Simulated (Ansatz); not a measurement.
# Resistivity from frozen vibrations: Ni(111) with 4 thermally displaced layers, 2x2, part 3 of 3

Wanted: the phonon-limited resistivity of Ni at 300 K by the Landauer route. The measured value for the pure metal at this temperature is 7.2 µΩ cm (CRC Handbook of Chemistry and Physics, 84th ed., 2003, Electrical Resistivity of Pure Metals).

Ansatz 0.2.0; Ansatz plane-wave DFT, PBE, PAW files, collinear spin; ballistic transport by layer matching (Landauer), zero bias; PAW set soft_1.

So far. Step 3 (With 8 displaced layers): Nearest the Fermi level spin up passes 2.43 of 2.49 channels of the lower lead and spin down 5.00 of 7.16.

## (4) With 12 displaced layers

Each atom of 12 layers is moved at random, by amounts drawn from a normal law 0.0624 Å wide in each direction from the Debye model (450 K) at 300 K. A fresh draw is used; the growth of the resistance with length is what counts.

System of this step: Ni(111) with 12 thermally displaced layers, 2x2. The cell holds 72 atoms: 72 Ni. Its edges and angles: a = 4.984 Å, b = 4.984 Å, c = 36.622 Å, α = 90.0°, β = 90.0°, γ = 120.0°. It derives from Ni. Regions: lead, 24 atoms (24 Ni); scattering region, 48 atoms (48 Ni). The structure is stacked along c, and the current runs across the ab planes.

File input.yaml:

```yaml
crystal:
  lattice:
    - [4.9836885938, 0.0, 0.0]
    - [-2.4918442969, 4.3160009268, 0.0]
    - [0.0, 0.0, 36.6224822752]
  atoms:
    - { symbol: Ni, position: [0.0, 0.0, 0.0277777778], spin: 1.0 }
    - { symbol: Ni, position: [0.0, 0.5, 0.0277777778], spin: 1.0 }
    - { symbol: Ni, position: [0.5, 0.0, 0.0277777778], spin: 1.0 }
    - { symbol: Ni, position: [0.5, 0.5, 0.0277777778], spin: 1.0 }
    - { symbol: Ni, position: [0.1666666667, 0.3333333333, 0.0833333333], spin: 1.0 }
    - { symbol: Ni, position: [0.1666666667, 0.8333333333, 0.0833333333], spin: 1.0 }
    - { symbol: Ni, position: [0.6666666667, 0.3333333333, 0.0833333333], spin: 1.0 }
    - { symbol: Ni, position: [0.6666666667, 0.8333333333, 0.0833333333], spin: 1.0 }
    - { symbol: Ni, position: [0.3333333333, 0.1666666667, 0.1388888889], spin: 1.0 }
    - { symbol: Ni, position: [0.3333333333, 0.6666666667, 0.1388888889], spin: 1.0 }
    - { symbol: Ni, position: [0.8333333333, 0.1666666667, 0.1388888889], spin: 1.0 }
    - { symbol: Ni, position: [0.8333333333, 0.6666666667, 0.1388888889], spin: 1.0 }
    - { symbol: Ni, position: [0.9641770013, 0.9813537587, 0.1939263383], spin: 1.0 }
    - { symbol: Ni, position: [0.9902199495, 0.4831583184, 0.1950048368], spin: 1.0 }
    - { symbol: Ni, position: [0.5164862773, 0.0065245998, 0.1948272131], spin: 1.0 }
    - { symbol: Ni, position: [0.5133008968, 0.50585048, 0.1924969531], spin: 1.0 }
    - { symbol: Ni, position: [0.1734688474, 0.3520128744, 0.2480608593], spin: 1.0 }
    - { symbol: Ni, position: [0.1646326721, 0.8277045106, 0.2484691065], spin: 1.0 }
    - { symbol: Ni, position: [0.6547255206, 0.3347946426, 0.250537596], spin: 1.0 }
    - { symbol: Ni, position: [0.6600790776, 0.8124157607, 0.2495077658], spin: 1.0 }
    - { symbol: Ni, position: [0.3445122574, 0.1803625962, 0.3067020211], spin: 1.0 }
    - { symbol: Ni, position: [0.3516866032, 0.6825371622, 0.3069601453], spin: 1.0 }
    - { symbol: Ni, position: [0.8235407589, 0.1675062486, 0.3043398248], spin: 1.0 }
    - { symbol: Ni, position: [0.7913423419, 0.6423519713, 0.3091166621], spin: 1.0 }
    - { symbol: Ni, position: [0.9697867769, 0.9675671296, 0.3601140819], spin: 1.0 }
    - { symbol: Ni, position: [0.0187201118, 0.4993496698, 0.3618067956], spin: 1.0 }
    - { symbol: Ni, position: [0.4960116648, 0.9987960609, 0.3632704428], spin: 1.0 }
    - { symbol: Ni, position: [0.5093478644, 0.4987523388, 0.36263111], spin: 1.0 }
    - { symbol: Ni, position: [0.1785417652, 0.3301630144, 0.4171269238], spin: 1.0 }
    - { symbol: Ni, position: [0.1650166033, 0.8236661775, 0.4186286408], spin: 1.0 }
    - { symbol: Ni, position: [0.6600935182, 0.3243724765, 0.4138098354], spin: 1.0 }
    - { symbol: Ni, position: [0.6618474033, 0.8553991573, 0.4147231312], spin: 1.0 }
    - { symbol: Ni, position: [0.3360590771, 0.1613557605, 0.4730939138], spin: 1.0 }
    - { symbol: Ni, position: [0.3352639149, 0.6554374149, 0.4717246623], spin: 1.0 }
    - { symbol: Ni, position: [0.835406494, 0.168323643, 0.4721736198], spin: 1.0 }
    - { symbol: Ni, position: [0.8339612347, 0.6757713067, 0.4744675665], spin: 1.0 }
    - { symbol: Ni, position: [0.0014179145, 0.9892936033, 0.5284527756], spin: 1.0 }
    - { symbol: Ni, position: [0.0041042912, 0.5066776321, 0.5309227941], spin: 1.0 }
    - { symbol: Ni, position: [0.4972365347, 0.9998336197, 0.5262662896], spin: 1.0 }
    - { symbol: Ni, position: [0.4922637428, 0.491767026, 0.5305051082], spin: 1.0 }
    - { symbol: Ni, position: [0.1663381671, 0.3250603249, 0.5866226168], spin: 1.0 }
    - { symbol: Ni, position: [0.1562577786, 0.845791806, 0.5850657866], spin: 1.0 }
    - { symbol: Ni, position: [0.6719678776, 0.3295556687, 0.5831127459], spin: 1.0 }
    - { symbol: Ni, position: [0.6680495127, 0.8447041937, 0.5793630771], spin: 1.0 }
    - { symbol: Ni, position: [0.3280277706, 0.1688645968, 0.6378981409], spin: 1.0 }
    - { symbol: Ni, position: [0.308807369, 0.663154057, 0.63760151], spin: 1.0 }
    - { symbol: Ni, position: [0.8534655753, 0.1868806375, 0.6390071656], spin: 1.0 }
    - { symbol: Ni, position: [0.8076847975, 0.6638286844, 0.6373134724], spin: 1.0 }
    - { symbol: Ni, position: [0.0207776553, 0.024467571, 0.6949855815], spin: 1.0 }
    - { symbol: Ni, position: [0.0364506575, 0.5219086173, 0.6956318608], spin: 1.0 }
    - { symbol: Ni, position: [0.4907341627, 0.0030216428, 0.6921614474], spin: 1.0 }
    - { symbol: Ni, position: [0.5161450227, 0.503453358, 0.6969996537], spin: 1.0 }
    - { symbol: Ni, position: [0.1588813037, 0.307233773, 0.7513427982], spin: 1.0 }
    - { symbol: Ni, position: [0.1932126262, 0.8595043052, 0.7485921999], spin: 1.0 }
    - { symbol: Ni, position: [0.6584823759, 0.3363986705, 0.7484511796], spin: 1.0 }
    - { symbol: Ni, position: [0.6443464474, 0.8195536756, 0.7546534591], spin: 1.0 }
    - { symbol: Ni, position: [0.32063251, 0.1537776383, 0.8049899224], spin: 1.0 }
    - { symbol: Ni, position: [0.3448498431, 0.6868792769, 0.8073456884], spin: 1.0 }
    - { symbol: Ni, position: [0.84557424, 0.1687954724, 0.8059972166], spin: 1.0 }
    - { symbol: Ni, position: [0.8164596598, 0.6463536539, 0.8092026348], spin: 1.0 }
    - { symbol: Ni, position: [0.0, 0.0, 0.8611111111], spin: 1.0 }
    - { symbol: Ni, position: [0.0, 0.5, 0.8611111111], spin: 1.0 }
    - { symbol: Ni, position: [0.5, 0.0, 0.8611111111], spin: 1.0 }
    - { symbol: Ni, position: [0.5, 0.5, 0.8611111111], spin: 1.0 }
    - { symbol: Ni, position: [0.1666666667, 0.3333333333, 0.9166666667], spin: 1.0 }
    - { symbol: Ni, position: [0.1666666667, 0.8333333333, 0.9166666667], spin: 1.0 }
    - { symbol: Ni, position: [0.6666666667, 0.3333333333, 0.9166666667], spin: 1.0 }
    - { symbol: Ni, position: [0.6666666667, 0.8333333333, 0.9166666667], spin: 1.0 }
    - { symbol: Ni, position: [0.3333333333, 0.1666666667, 0.9722222222], spin: 1.0 }
    - { symbol: Ni, position: [0.3333333333, 0.6666666667, 0.9722222222], spin: 1.0 }
    - { symbol: Ni, position: [0.8333333333, 0.1666666667, 0.9722222222], spin: 1.0 }
    - { symbol: Ni, position: [0.8333333333, 0.6666666667, 0.9722222222], spin: 1.0 }
magnetization:
  spin_polarized: true
kpoints:
  mp_grid: { grid: [5, 5, 1] }
hamiltonian:
  xc: pbe
  pseudopotentials: { kind: paw, azcp: { folder: soft_1 } }
scf:
  occupations: { method: fermi_dirac, width: 0.1 }
output:
  transmission:
    leads: [[0, 4]]
    kmesh: [10, 10]
    e_range: [-0.05, 0.05]
    de: 0.05
  write_potential: true
  write_density: true
  volumetric_format: npy
```

The run is started by

```console
> ansatz run input.yaml --threads 4 --pin off --max-ram 15360MiB --backend cpu --events-out ev --progress --plain --runs-dir out
```

Numbers of over 12 decimals in the logs are rounded to 6 here.

What it wrote:

```text
[...]
Crystal: 72 atoms, lattice volume = 787.735 Å³
Basis set: ecut = 420 eV, 15381 PW (Γ)
Bands: 821, of which v1, the nominal top of the filled ones, is band 648 counted from 1 (647 counted from 0)
Symmetry: 1 space group operations
[...]
k-points: 13 of 25 (time reversal used)
[...]
Starting moments: Σ|m| = 72 μB on 72 of 72 sites
[...]
SCF iter  22: F=-420459.477250 eV  HF=-420459.477250 eV  |F-HF|=9.71e-8  |Δ(HF+E_count)|=  2.33e-10  Δρ=2.25e-6 (↑5.74e-7 ↓2.25e-6)  dr2=9.97e-8  dr2_m=5.24e-9  M=47.595 μB ∫|m|=53.804 μB  ethr=1.21e-12  ⟨swp⟩=7.7  Hψ=106086  notcnv=0
SCF 1 converged in 22 iterations: F = -420459.477250 eV  dr2 = 9.97e-8
[...]
transmission: 486 of 4784 steps passed
transmission: 963 of 4784 steps passed
[...]
transmission: 4784 of 4784 steps passed
[...]
SCF converged after 22 iterations
Magnetization: 47.5948 μB (671.7974 up, 624.2026 down)
Absolute magnetization: 53.8758 μB (∫|ρ↑−ρ↓|, with the PAW one-centre terms)
[...]
Per-site moments (μB) at R_I (Å): [(0.700334, 1.027886), (0.700253, 1.027886), (0.701638, 1.027886), (0.701705, 1.027886), (0.700294, 1.027886), (0.699572, 1.027886), (0.699893, 1.027886), (0.699149, 1.027886), (0.698240, 1.010425), (0.697471, 1.012096), (0.700018, 1.005607), (0.697232, 0.990197), (0.714549, 0.947381), (0.704036, 0.976886), (0.709290, 0.947381), (0.702997, 0.953466), (0.703980, 0.974784), (0.704624,  [...]
Free energy (F): -420459.477250 eV
[...]
Internal energy: -420455.709809 eV  (E = F + TS)
E sigma→0 (E₀):  -420457.593530 eV
Entropy (-TS):   -3.767441 eV (-52.326 meV/atom)
Fermi energy:    17.831969 eV
[...]
--- Band table (eV; the first three rows and the last of 26) ---
  k-point 0 ↑: bands = [... 644 lower, 17.2659, 17.2685, 17.2740, 17.2749, 17.2791, 17.2814, 17.2823, 17.2864, ... 169 higher]
  k-point 1 ↑: bands = [... 644 lower, 17.2009, 17.2023, 17.2075, 17.2146, 17.2259, 17.2325, 17.2370, 17.2725, ... 169 higher]
  k-point 2 ↑: bands = [... 644 lower, 17.2033, 17.2121, 17.2174, 17.2201, 17.2243, 17.2276, 17.2314, 17.2341, ... 169 higher]
  k-point 12 ↓: bands = [... 644 lower, 18.0337, 18.0356, 18.0384, 18.0453, 18.0560, 18.0620, 18.0686, 18.0727, ... 169 higher]
--- Transmission ---
  basis      : 199 plane waves across, 46 finite elements along
  points     : 52, standing for a mesh of 10 x 10
[...]
channels       : 2.490000e0 up, 7.160000e0 down
[...]
junction   : crystal 0 to crystal 0, 0.69 to 35.28 Å
    transmission   : 2.392052e0 up, 3.737684e0 down
[...]
```

The job ended after 38 min (4 threads of Intel Xeon 6975P-C (Granite Rapids), shared host; peak memory 10 GiB).

Numbers from this step:

```
free energy                  : -420459.4773 eV
energy at zero smearing      : -420457.5935 eV
magnetization                : 47.59 μB
absolute magnetization       : 53.88 μB
transmission, spin up        : 2.392
transmission, spin down      : 3.738
step of the lead's potential : 2.7 meV
```

Per spin. Table of transmission, zone mean by energy, zero at the Fermi level:

| energy (eV) | T up | T down |
| --- | --- | --- |
| -0.0500 | 2.41 | 3.47 |
| 0.0000 | 2.39 | 3.74 |
| 0.0500 | 2.41 | 3.79 |

Nearest the Fermi level spin up passes 2.39 of 2.49 channels of the lower lead and spin down 3.74 of 7.16.

## (5) Resistance against length

This step: Ansatz plane-wave DFT, PBE, PAW files, collinear spin; ballistic transport by layer matching (Landauer), zero bias; resistivity from the slope of the area resistance; PAW set soft_1 (Ansatz 0.2.0).

Numbers from this step:

| Property | Result |
| --- | --- |
| resistivity | 2.356 µΩ cm |
| intercept | 0.01191 fΩ m² |
| scatter about the fit | 0.006018 fΩ m² |

Resistance, by row:

| run | length (Å) | T | channels N | RA (fΩ m²) | RA, spin up | RA, spin down |
| --- | --- | --- | --- | --- | --- | --- |
| n4 | 8.138 | 7.95 | 9.443 | 0.03534 | 0.04239 | 0.2123 |
| n8 | 16.28 | 7.234 | 9.37 | 0.04174 | 0.04738 | 0.3508 |
| n12 | 24.41 | 6.068 | 9.41 | 0.07368 | 0.08218 | 0.712 |

Area resistance against length of the displaced region:

| length of the displaced region (Å) | area resistance (fΩ m²) |
| --- | --- |
| 8.14 | 0.0353 |
| 16.28 | 0.0417 |
| 24.41 | 0.0737 |

The area resistance goes from 0.035 to 0.074 fΩ m² between 8.1 and 24.4 Å, a slope of 2.4 µΩ cm.

By hand from the end points: (0.07368 − 0.03534) fΩ m² / (24.41 − 8.14) Å = 2.4 µΩ cm, since 1 fΩ m² per Å is 1000 µΩ cm.

## (6) What came out

* resistivity from the slope: 2.36 µΩ cm
* area resistance over 8.14 Å: 0.0353 fΩ m²
* area resistance over 16.3 Å: 0.0417 fΩ m²
* area resistance over 24.4 Å: 0.0737 fΩ m²

In words: The slope gives 2.4 µΩ cm. The points scatter by 0.0060 fΩ m² about the line, with one random draw a length in a 2x2 cell, so the slope is a rough value. The mean square of the displacements drawn is 0.78, 0.91 and 1.0 of the nominal one at the three lengths; with each resistance scaled back by that, the slope is 1.6 µΩ cm, the value used below. Read with a model of isotropic scattering on a spherical Fermi surface and the lead's 1.7×10¹⁵ S/m², this slope means a mean free path near 329 Å; over these lengths the model's slope is 1.22 times its bulk resistivity, which would be 1.3 µΩ cm. Uncorrelated displacements put too much weight on short waves, which scatter strongly; with the sideways repeat of a small cell, one draw and three short lengths, the method is good to a factor of two or three. Spin disorder, a large part of this metal's resistivity when warm, is absent. The measured value is 7.2 µΩ cm (CRC Handbook of Chemistry and Physics, 84th ed., 2003, Electrical Resistivity of Pure Metals); the scaled slope is 0.23 times that and the corrected value 0.19: low, with spin disorder left out. One magnetic start was tried, and the two spins conduct in parallel without mixing.

[Logs are printed without paths, hosts, clocks, repeated set-up lines and the standing remarks that a program may print on its own settings, such as how far it seeks lower states.]

[Hosts, paths, dates, database ids (printed as entryN), source tags and the programs' standing remarks are cut or masked in the printed files.]
